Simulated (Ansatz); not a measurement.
# Calculated records

```
Quasiparticle gap of Ge7F2 (fluorine-terminated (110) film, 7 layers)
1.0
     4.00081    0.00000    0.00000
     0.00000    5.65800    0.00000
     0.00000    0.00000   56.70000
Ge F
14 4
Direct
  0.00000 0.00339 0.39406
  0.00000 0.75023 0.42934
  0.50000 0.49977 0.42934
  0.50000 0.24661 0.39406
  0.00000 0.00010 0.46467
  0.00000 0.75002 0.50000
  0.50000 0.49998 0.50000
  0.50000 0.24990 0.46467
  0.00000 0.00010 0.53533
  0.00000 0.75023 0.57066
  0.50000 0.49977 0.57066
  0.50000 0.24990 0.53533
  0.00000 0.00339 0.60594
  0.50000 0.24661 0.60594
  0.00000 0.81797 0.36949
  0.50000 0.43203 0.36949
  0.00000 0.81797 0.63051
  0.50000 0.43203 0.63051
# method: DFT, PBEsol, plane waves, PAW; PAW set soft_1 (and 1 further level or step)
# program: Ansatz 0.2.0
# settings of one run: cutoff 420 eV, 6×4×1 k-mesh, smearing width 0.02 eV, PAW set soft 1, strain 0, termination F
# cost: 3 runs, 11 min in all on 1 × NVIDIA H100 80GB HBM3 (shared by 6 runs) with 3 threads of AMD EPYC 7R13 (Zen 3), shared host (the runs of this entry)
# notes: Values taken over the cell’s volume include its vacuum. The start is a generated structure, not a measured one. Limits: no spin-orbit coupling. Bands and cutoff are finite, so the gap is not at the basis limit. The miss can reach some tenths of an eV and take either sign; the mesh is an error of its own. In a film the band edges may be surface states, so its gap need not approach the bulk’s. At these cutoffs the gaps of films stand short of the band limit, often by tenths of an eV, while the trend with thickness is less touched. The mesh in the plane is coarse for a sheet; gap and any exciton binding can still move on denser ones.
# PBEsol gap: 0.39 eV, indirect (only 4 meV under the direct gap)
# G0W0 gap on the mesh: 0.83 eV, from k = Γ to k = (0.000, -0.500, 0.000)
# GW settings: 4×4×1 mesh, 1762 empty bands, screening to 75 eV, PAW set soft_1 files
# known limits: not at the basis limit; coarse mesh for a sheet; no spin-orbit coupling
```

[Paths, hosts, dates, memory and timing lines, banners, echoed tables and standing remarks are left out of the program output.]

[Logs are printed without paths, hosts, clocks, repeated set-up lines and the standing remarks that a program may print on its own settings, such as how far it seeks lower states.]

[Runs of the session that timed out or met a known fault of the program may be left out.]

[Cells called generated may have been cut or substituted from an entry of the Crystallography Open Database or the Materials Project.]

[Hosts, paths, dates, database ids (printed as entryN), source tags and the programs' standing remarks are cut or masked in the printed files.]
